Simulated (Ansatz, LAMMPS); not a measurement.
# Amorphous poly(p-phenylene) (as short chains C38H30) at 300 K (204 atoms): a single point

Wanted: forces, charges and levels of amorphous poly(p-phenylene) (as short chains C38H30) at 300 K (204 atoms).

Program: Ansatz 0.2.0. Level of theory: Kohn-Sham DFT, PBE+D4, PAW (set soft_2), plane waves. Results are calculated unless marked as measured.

## (1) Starting point

The cell holds 204 atoms: 114 C and 90 H. Cell: a = 12.399 Å, b = 12.399 Å, c = 12.399 Å, α = 90.0°, β = 90.0°, γ = 90.0°. 3 poly(p-phenylene) chains of 6 units with methyl end groups placed at random, at 1.27 g/cm³; overlaps pushed apart, then 20 ps at 800 K with MMFF94 bonds, angles, torsions, charges and radii (Halgren, J. Comput. Chem. 17, 490 (1996)) in harmonic and 12-6 forms. Snapshot after 30 ps at 300 K and fixed volume.

What the set-up can't give: The network of contacts between molecules at the start is that of the classical potential that made the cell, and needn't be the one that DFT or experiment would give. The density was typed from a rule of thumb and may lie off the real one at this temperature. Sampling is at Γ alone, for a cell whose shortest periodic width is 12 Å.

## (2) Making the structure

A classical potential makes the cell, at a small fraction of what the same run would cost in DFT.

This step: classical MD, MMFF94 bonds, angles, torsions, charges and radii (Halgren, J. Comput. Chem. 17, 490 (1996)) in harmonic and 12-6 forms; charges of ions scaled by 0.8 (LAMMPS 22 Jul 2025 - Update 4).

Contents of in.lmp:

```
# amorphous poly(p-phenylene)
units real
atom_style full
boundary p p p
bond_style harmonic
angle_style harmonic
dihedral_style opls
improper_style harmonic
special_bonds lj 0 0 0.5 coul 0 0 0.75
read_data data.lmp
neigh_modify delay 0 every 1 check yes one 4000
comm_modify cutoff 12.0
timestep 0.5
thermo_style custom step time temp pe press density
thermo_modify norm yes
# push overlapping molecules apart
pair_style soft 2.6
pair_coeff * * 0.0
variable a equal ramp(1,60)
fix ad all adapt 1 pair soft a * * v_a
velocity all create 800 64418 mom yes dist gaussian
fix lim all nve/limit 0.03
fix lan all langevin 800 800 50 64419 zero yes
thermo 1000
run 3000 post no
unfix ad
pair_style lj/cut/coul/long 9.0
pair_modify mix arithmetic tail yes
pair_coeff 1 1 0.0678 3.3680   # C
pair_coeff 2 2 0.0678 3.5860   # C
pair_coeff 3 3 0.0216 2.5400   # H
kspace_style pppm 1.0e-4
thermo 100
minimize 1e-5 1e-3 300 3000
# [... 15 lines left out ...]
compute msd all msd com yes
thermo 7500
fix md all nvt temp 300 300 100
run 30000 post no
print "== T300: mean square displacement over the hold $(c_msd[4]:%.2f) A^2"
unfix md
uncompute msd
write_dump all custom T300.dump id type xs ys zs modify sort id
```

The run is started by

```sh
> lmp -in in.lmp -log none -nocite
```

Numbers of over 12 decimals in the logs are rounded to 6 here.

The program printed:

```text
LAMMPS (22 Jul 2025 - Update 4)
Reading data file ...
  orthogonal box = (0 0 0) to (12.3985 12.3985 12.3985)
  204 atoms
  orthogonal box = (0 0 0) to (12.3985 12.3985 12.3985)
  219 bonds
  360 angles
  528 dihedrals
  108 impropers
   Step          Time           Temp          PotEng         Press         Density
         0   0              800            1.0916451     -34895.771      1.2719989
      1000   500            643.67015      2.9610377      29755.817      1.2719989
      2000   1000           649.21692      3.0411312      48461.022      1.2719989
      3000   1500           673.50872      3.2417687      59765.432      1.2719989
Loop time of 0.520415 s on 1 MPI rank(s) for 3000 steps with 204 atoms
PPPM initialization ...
  G vector (1/distance) = 0.25819824
  grid = 5 5 5
  estimated relative force accuracy = 2.3814501e-05
   Step          Time           Temp          PotEng         Press         Density
      3000   1500           673.50872      3.8908109      96026.789      1.2719989
      3100   1550           673.50872      1.012218       43574.371      1.2719989
      3200   1600           673.50872      0.93859641     38791.149      1.2719989
      3300   1650           673.50872      0.92283346     38304.662      1.2719989
Loop time of 0.612091 s on 1 MPI rank(s) for 300 steps with 204 atoms
[... 2 lines left out ...]
  Energy initial, next-to-last, final =
      3.89081088442365  0.922850240384033  0.922833458654548
  Force two-norm initial, final = 820.07801 3.4196817
  Iterations, force evaluations = 300 600
   Step          Time           Temp          PotEng         Press         Density
         0   0              800            0.92283346     40140.423      1.2719989
      1000   500            629.60888      2.8247388      30005.874      1.2719989
      2000   1000           673.09884      2.7761377      44147.45       1.2719989
Loop time of 1.45956 s on 1 MPI rank(s) for 2000 steps with 204 atoms
   Step          Time           Temp          PotEng         Press         Density
      2000   1000           673.09884      2.7761377      44147.45       1.2719989
[... 5 lines left out ...]
Loop time of 15.8832 s on 1 MPI rank(s) for 20000 steps with 204 atoms
   Step          Time           Temp          PotEng         Press         Density
[... 4 lines left out ...]
Loop time of 15.4312 s on 1 MPI rank(s) for 20000 steps with 204 atoms
   Step          Time           Temp          PotEng         Press         Density
[... 2 lines left out ...]
     52500   51500          328.49227      1.5504664      26983.288      1.2719989
     60000   59000          288.24357      1.5890691      18135.13       1.2719989
     67500   66500          335.09164      1.6523866      28421.092      1.2719989
     72000   71000          283.46591      1.522132       20053.7        1.2719989
Loop time of 22.2861 s on 1 MPI rank(s) for 30000 steps with 204 atoms
== T300: mean square displacement over the hold 0.59 A^2
```

The job ended after 56 s (1 thread of Arm Neoverse V2, shared host; peak memory 0.13 GiB).

The input also reads data.lmp (atoms, bonds and types; not printed here).

## (3) Plane-wave single point

The electrons are solved once, with the atoms held.

Contents of input.yaml:

```yaml
crystal:
  lattice:
    - [12.3985, 0.0, 0.0]
    - [0.0, 12.3985, 0.0]
    - [0.0, 0.0, 12.3985]
  atoms:
    - { symbol: C, position: [0.25113, 0.12359, 0.8321] }
    - { symbol: C, position: [0.2262, 0.01742, 0.78295] }
    - { symbol: C, position: [0.13558, 0.96112, 0.81191] }
    - { symbol: C, position: [0.10552, 0.86142, 0.7627] }
    - { symbol: C, position: [0.1716, 0.82058, 0.67871] }
    - { symbol: C, position: [0.25601, 0.88422, 0.64228] }
    - { symbol: C, position: [0.28052, 0.98212, 0.6893] }
    - { symbol: C, position: [0.14991, 0.71953, 0.62679] }
    - { symbol: C, position: [0.2311, 0.64431, 0.61066] }
    - { symbol: C, position: [0.21158, 0.53924, 0.58012] }
    - { symbol: C, position: [0.10749, 0.50372, 0.55562] }
    - { symbol: C, position: [0.02468, 0.5817, 0.56673] }
    - { symbol: C, position: [0.04583, 0.68898, 0.59942] }
    - { symbol: C, position: [0.08781, 0.38871, 0.52835] }
    - { symbol: C, position: [0.14124, 0.30063, 0.57171] }
    - { symbol: C, position: [0.10818, 0.19809, 0.55388] }
    - { symbol: C, position: [0.03323, 0.17335, 0.47531] }
    - { symbol: C, position: [0.97978, 0.25856, 0.42306] }
    - { symbol: C, position: [0.00394, 0.36201, 0.4604] }
    - { symbol: C, position: [0.01247, 0.06715, 0.44208] }
    - { symbol: C, position: [0.90627, 0.04042, 0.41488] }
    - { symbol: C, position: [0.87816, 0.94119, 0.36662] }
    - { symbol: C, position: [0.9525, 0.85944, 0.35817] }
    - { symbol: C, position: [0.05777, 0.87799, 0.3923] }
    - { symbol: C, position: [0.08854, 0.97927, 0.44156] }
    - { symbol: C, position: [0.92294, 0.75819, 0.30841] }
    - { symbol: C, position: [0.81305, 0.73038, 0.2975] }
    - { symbol: C, position: [0.77714, 0.6293, 0.26769] }
    - { symbol: C, position: [0.85106, 0.54893, 0.24156] }
    - { symbol: C, position: [0.95954, 0.57282, 0.24143] }
    - { symbol: C, position: [0.99576, 0.67071, 0.28003] }
    - { symbol: C, position: [0.80631, 0.44233, 0.22343] }
    [... 166 atom lines left out ...]
    - { symbol: H, position: [0.76395, 0.47677, 0.65993] }
    - { symbol: H, position: [0.94076, 0.19431, 0.70602] }
    - { symbol: H, position: [0.07666, 0.29112, 0.81747] }
    - { symbol: H, position: [0.69723, 0.25957, 0.66794] }
    - { symbol: H, position: [0.75454, 0.31524, 0.54412] }
    - { symbol: H, position: [0.79538, 0.18925, 0.59489] }
kpoints:
  mp_grid: { grid: [1, 1, 1] }
hamiltonian:
  xc: pbe
  dispersion: d4
scf:
  occupations: { method: fixed }
output:
  forces: true
  stress: true
  populations: true
  dos:
    method: { smearing: { sigma: 0.15 } }
    de: 0.1
    projected: { site_lists: { C: [C], H: [H] } }
  eigenvalues: true
  write_density: true
  write_potential: true
  volumetric_format: npy
```

The run is started by

```sh
> ansatz run input.yaml --threads 8 --pin off --max-ram 15872MiB --backend cpu --events-out ev --progress --plain --runs-dir out
```

The program printed:

```text
Engine: ansatz 0.2.0, aarch64-unknown-linux-gnu
Pseudopotentials: kind: paw
Pseudopotential: C, paw, valence charge 4, recommended cutoff 420 eV (normal), C.paw.azcp
Pseudopotential: H, paw, valence charge 1, recommended cutoff 420 eV (normal), H.paw.azcp
Functional definition: PBE
  parameter kappa = 0.804
  parameter beta = 0.066725
  exchange = pbe_x(kappa = kappa, mu = beta*pi^2/3)
  correlation = pbe_c(beta = beta)
Crystal: 204 atoms, lattice volume = 1905.932 Å³
Basis set: ecut = 420 eV, 37385 PW (Γ), exchange–correlation on 180×180×180 points (8 copies of the dense FFT grid, shifted against one another)
Bands: 477, of which v1, the nominal top of the filled ones, is band 273 counted from 1 (272 counted from 0)
Symmetry: 1 space group operations
Space group: P1 (ITA 1), of the structure as read, at distance tolerance 1.2e-4 Å
k-points: 1
Non-local potential: C, projectors of the file, l = 0: 2, l = 1: 2, l = 2: 1
Non-local potential: H, projectors of the file, l = 0: 2, l = 1: 1
PAW form: soft (Blöchl's): semilocal exchange-correlation on the pseudo side does not see the compensation charge
PAW one-centre angular grid: C, 110 points (default); XC on 64 Gauss nodes
PAW one-centre angular grid: H, 110 points (default); XC on 64 Gauss nodes
Initial density: superposition of atomic densities (neutral atoms: chi_scale 0, normalization atom), corrected by the library's trained network
Initial wavefunctions: pseudopotential atomic-orbital guess
Functional: x = pbe(κ = 0.804, μ = 0.219515), c = pbe(β = 0.066725)
SCF iter   1: F=—  HF=-30043.828137 eV  |F-HF|=—  |Δ(HF+E_count)|=         —  Δρ=4.07e-3  dr2=4.03e-1  ethr=1.77e-3  ⟨swp⟩=5.0  Hψ=1623  notcnv=0  defer=201
preconditioner: auto → Resta (q_TF=auto, 2.215 Å⁻¹)  ε∞=2.7  [insulator: Δε(μ)=2.488 eV  Ē_g=15.341 eV  n_scr=364 (ndim 8)  ℏωp=19.9 eV  f_vac=0.135  ε∞_Penn≈2.7]
SCF iter   2: F=—  HF=-30043.802232 eV  |F-HF|=—  |Δ(HF+E_count)|=   2.59e-2  Δρ=2.00e-3  dr2=6.76e-2  ethr=7.38e-5  ⟨swp⟩=3.0  Hψ=824  notcnv=0  defer=202
SCF iter   3: F=—  HF=-30043.816743 eV  |F-HF|=—  |Δ(HF+E_count)|=   1.45e-2  Δρ=7.37e-4  dr2=1.15e-2  ethr=1.24e-5  ⟨swp⟩=3.0  Hψ=459  notcnv=0  defer=202
SCF iter   4: F=—  HF=-30043.819965 eV  |F-HF|=—  |Δ(HF+E_count)|=   3.22e-3  Δρ=2.06e-4  dr2=1.26e-3  ethr=2.11e-6  ⟨swp⟩=2.0  Hψ=499  notcnv=0  defer=202
SCF iter   5: F=—  HF=-30043.820405 eV  |F-HF|=—  |Δ(HF+E_count)|=   4.40e-4  Δρ=8.71e-5  dr2=2.22e-4  ethr=2.30e-7  ⟨swp⟩=2.0  Hψ=543  notcnv=0  defer=202
SCF iter   6: F=—  HF=-30043.820503 eV  |F-HF|=—  |Δ(HF+E_count)|=   9.76e-5  Δρ=3.12e-5  dr2=2.52e-5  ethr=4.06e-8  ⟨swp⟩=2.0  Hψ=508  notcnv=0  defer=201
SCF iter   7: F=—  HF=-30043.823667 eV  |F-HF|=—  |Δ(HF+E_count)|=   3.16e-3  Δρ=1.04e-5  dr2=3.18e-6  ethr=4.62e-9  ⟨swp⟩=2.0  Hψ=658  notcnv=0  defer=201
SCF iter   8: F=—  HF=-30043.823667 eV  |F-HF|=—  |Δ(HF+E_count)|=   4.84e-7  Δρ=3.67e-6  dr2=3.38e-7  ethr=5.83e-10  ⟨swp⟩=2.0  Hψ=532  notcnv=0  defer=201
SCF iter   9: F=-30043.823667 eV  HF=-30043.823667 eV  |F-HF|=2.90e-9  |Δ(HF+E_count)|=   1.48e-7  Δρ=1.24e-6  dr2=4.36e-8  ethr=1.83e-11  ⟨swp⟩=24.0  Hψ=4760  notcnv=0
SCF 1 converged in 9 iterations: F = -30043.823667 eV  dr2 = 4.36e-8
  greatest PAW one-centre occupation: 0.701 electrons in one spin orbital (limit 2), on the C atom at site 90 (counted from 0), in its partial waves of l = 0
WARN: The input density's exchange-correlation potential varies sharply where the density is thin. Do not read a vacuum level from v_tot or v_xc, or from such a field of the output density. On a cell that repeats whose density bears no net charge and no dipole along the vacuum's axis use v_es (v_loc + v_h of the components); [...]
SCF converged after 9 iterations
Free energy (F): -30043.823667 eV
Harris-Foulkes:  -30043.823667 eV  (|F-HF|=2.90e-9)
Internal energy: -30043.823667 eV  (E = F + TS)
E sigma→0 (E₀):  -30043.823667 eV
Fermi energy:    1.567890 eV
--- Per-component energies (eV) ---
  E_band       = -3169.447205
  E_kinetic    = 11673.601658
  E_local      = -30984.174318  (includes V_loc(G=0)·N_el)
  E_nonlocal   = 3302.957373
  E_hartree    = 10760.953989
  E_xc         = -6296.370127
  E_vxc        = -7833.291985  (∫ρ·V_xc dr)
  E_paw        = -11386.007321  (= ΣΔE_a)
  E_vpaw       = -850.319464  (= ΣTr[D̂ρ^β])
  E_aug_tail   = -0.124559  (compensation charges beyond the density's cutoff)
  E_ewald      = -7098.200220
  E_disp       = -16.460141  (pairwise vdW)
  E_smearing   = -0.000000  (= −TS)
  E_closure    = 0.000000  (closes the sum)
  Σ components = -30043.823667   (vs F -30043.823667, Δ=0.00e0)
--- Forces (eV/Å), atoms counted from 1 ---
  atom   1  C      0.50720988    -0.34201637     1.78758032
  atom   2  C      0.18952099     0.42536680    -1.73981441
  atom   3  C     -0.28622914    -2.33301294    -1.41288632
  atom   4  C      2.23513056     2.21655222    -0.55499166
  atom   5  C     -0.82458634     0.74953144     0.94146658
  atom   6  C      0.29638380     0.21100148    -0.40434011
  atom   7  C     -0.03496801    -0.41959910     0.86218014
  atom   8  C     -0.43048496    -0.60232377     0.01560718
  atom   9  C      2.06447454    -0.48918701     0.63684015
  atom  10  C     -0.09504856    -0.79327695    -0.64092307
  atom  11  C     -0.22736481     0.09486944     0.65037465
  atom  12  C      1.28094735     0.67969355    -0.38070526
  atom  13  C     -0.98662974    -1.47116604    -0.34811863
  atom  14  C     -0.70011155     0.59286403     0.19361032
[...]
atom 203  H     -0.57739452    -0.35283805    -0.02612325
  atom 204  H      0.64040701    -1.23418294    -0.27548648
  max |Σ_I F_I| component: 5.34e-5 eV/Å
--- Stress (GPa, compression-positive) ---
        4.671929       1.525313       1.716996
        1.525311       4.554095       0.579807
        1.716998       0.579809       4.972893
  P = ⅓ Tr σ = 4.7330 GPa (47.330 kbar)
--- Band table (eV) ---
  k-point 0: bands = ["-15.8719", "-15.6927", "-15.6138", "-15.5723", [... 461 levels ...], "12.8796", "12.8951", "12.9554", "13.0166", "13.0288", "13.0479", "13.0673", "13.1398", "13.1536", "13.1716", "13.2114", "13.2424"]
--- Löwdin populations: 204 sites ---
  site symbol       q [e]
     0      C      4.4211
     1      C      3.9434
     2      C      4.1455
[...]
203      H      0.7972
  spilling = 0.011169 (of n_electrons = 546.000000)
```

Elapsed: 26 s, on 8 threads of Arm Neoverse V2, shared host; peak memory 2.7 GiB.

Reading the cycles: dr2 is the Hartree energy of the density residual (eV), the measure of convergence; HF is the Harris–Foulkes estimate of the energy, which meets the free energy F at convergence.

The program notes that the exchange-correlation potential is rough where the density is thin.

Numbers from this run:

```
free energy                                      : -30043.8237 eV
free energy per atom                             : -147.2736 eV/atom
SCF cycles                                       : 9
pressure                                         : 4.733 GPa
r.m.s. force component                           : 0.9383 eV/Å
longest force                                    : 3.713 eV/Å
Fermi energy                                     : 1.568 eV
gap (highest filled to lowest empty level) : 2.391 eV
spilling of the projection                       : 0.01117
```

Neighbours are counted within 1.85 Å (C-C), 1.34 Å (C-H).

Length of the force by element and coordination:

```
element  coordination  atoms  mean length of the force (eV/Å)  spread  least  most
      C           all    114                             1.79   0.803  0.309  3.71
      C             3    108                             1.80   0.811  0.309  3.71
      C             4      6                             1.49   0.560  0.930  2.42
      H           all     90                            0.937   0.496  0.201  2.15
```

Löwdin charges by element and coordination (they lack the spilled electrons, 0.030 e an atom on average):

```
element  coordination  atoms  mean charge (e)  spread   least    most
      C           all    114          -0.0927   0.116  -0.467    0.07
      C             3    108          -0.0725  0.0808  -0.160    0.07
      C             4      6           -0.455  0.0153  -0.467  -0.421
      H           all     90            0.185  0.0119   0.154   0.214
```

Density of states as counts of states in windows of 1 eV (from the Fermi level), total and the larger projections:

```
from (eV)  to (eV)  total   C p   H s   C s
      -18      -17   10.5   1.4   0.7   8.2
      -17      -16   24.9   4.9   1.6  18.0
      -16      -15    7.1   2.1   0.3   4.6
      -15      -14   17.4   5.3   1.4  10.5
      -14      -13   42.2  11.8   4.8  25.0
      -13      -12    9.4   3.6   1.1   4.6
      -12      -11   10.7   4.2   1.5   4.9
      -11      -10   31.8  17.3   4.0   9.9
      -10       -9   34.5  19.5   5.1   9.4
       -9       -8   17.1  12.0   3.2   1.5
       -8       -7   16.9  12.5   2.5   1.7
       -7       -6   51.4  37.9   8.7   4.1
       -6       -5   72.7  53.4  15.3   3.2
       -5       -4   48.5  39.1   8.1   0.9
       -4       -3   58.9  48.0  10.1   0.5
       -3       -2   27.3  22.9   4.0   0.2
       -2       -1   45.0  43.9   0.7   0.3
       -1        0   18.3  17.8   0.3   0.1
        0        1    1.4   1.4   0.0   0.0
        1        2    0.0   0.0   0.0   0.0
        2        3    8.2   7.7   0.1   0.1
        3        4   43.7  39.3   1.1   0.6
        4        5   20.3  14.4   2.4   1.0
```

With fixed occupations the program's Fermi level is the highest filled level; weight inside the gap is the broadening of levels at its edges.

The levels nearest the highest filled one (over half full), pooled over k-points and spins:

```
level less the highest filled one (eV)  occupation
                                -0.674           2
                                -0.623           2
                                -0.490           2
                                -0.313           2
                                -0.216           2
                                     0           2
                                  2.39           0
                                  2.43           0
                                  2.57           0
                                  2.97           0
                                  2.97           0
                                  3.09           0
```

Electrostatic potential energy in the ac plane at fractional y = 0.131, with atoms of C and H within 0.2 Å of it. With pseudopotentials it is smooth inside the atoms' cores, unlike the true potential.

Ten even steps from '0' (-31 eV) to '9' (7 eV), each cell a mean:
```
899999997899999999999999998899962002
999999971499999999999999999999930668
999999984358899999999999999999999999
999999960004249999999999999999999999
999999972126359999999999999999999999
999999998789999999999999999999999999
999999999999999993067889999999999999
999999999999999996454689999999999999
999986799999999999876899999999999999
999860399999999999888899999999999999
988777899999999986677899999999999999
635789999999999840027899999999999998
302799999999999730028999999999999987
546899999999997444579999999998679887
989999999999986347999999999999789999
999999899999961128999999999999999999
999998899999830007999986899999999999
999999999999733469999985457999999999
999999999999878999999983001899999999
987679999999999999999983003899999999
971048999999998569999931688999999999
874368999999997039999987899999999999
788899999999999889999999999999998656
789999999999999999999999997899985001
```
Columns run along a (12.4 Å; values clipped at the 3rd and 97th percentile), rows up along c (12.4 Å). Atoms in or near the plane, at fractional coordinates: C at (0.25, 0.83), C at (0.68, 0.20), H at (0.34, 0.82), H at (0.23, 0.92), H at (0.15, 0.59), H at (0.63, 0.13), C at (0.49, 0.48), C at (0.41, 0.31), H at (0.49, 0.70), H at (0.42, 0.10), C at (0.94, 0.99), H at (0.88, 0.93).

[end of part 1 of 2]

[Logs are printed without paths, hosts, clocks, repeated set-up lines and the standing remarks that a program may print on its own settings, such as how far it seeks lower states.]

[Hosts, paths, dates, database ids (printed as entryN), source tags and the programs' standing remarks are cut or masked in the printed files.]

[The MMFF94 radii named for the starting cell were scaled by 0.96; in molecules described by MMFF94, hydrogen bound to N, O or S took a small fixed 12-6 site in their place.]
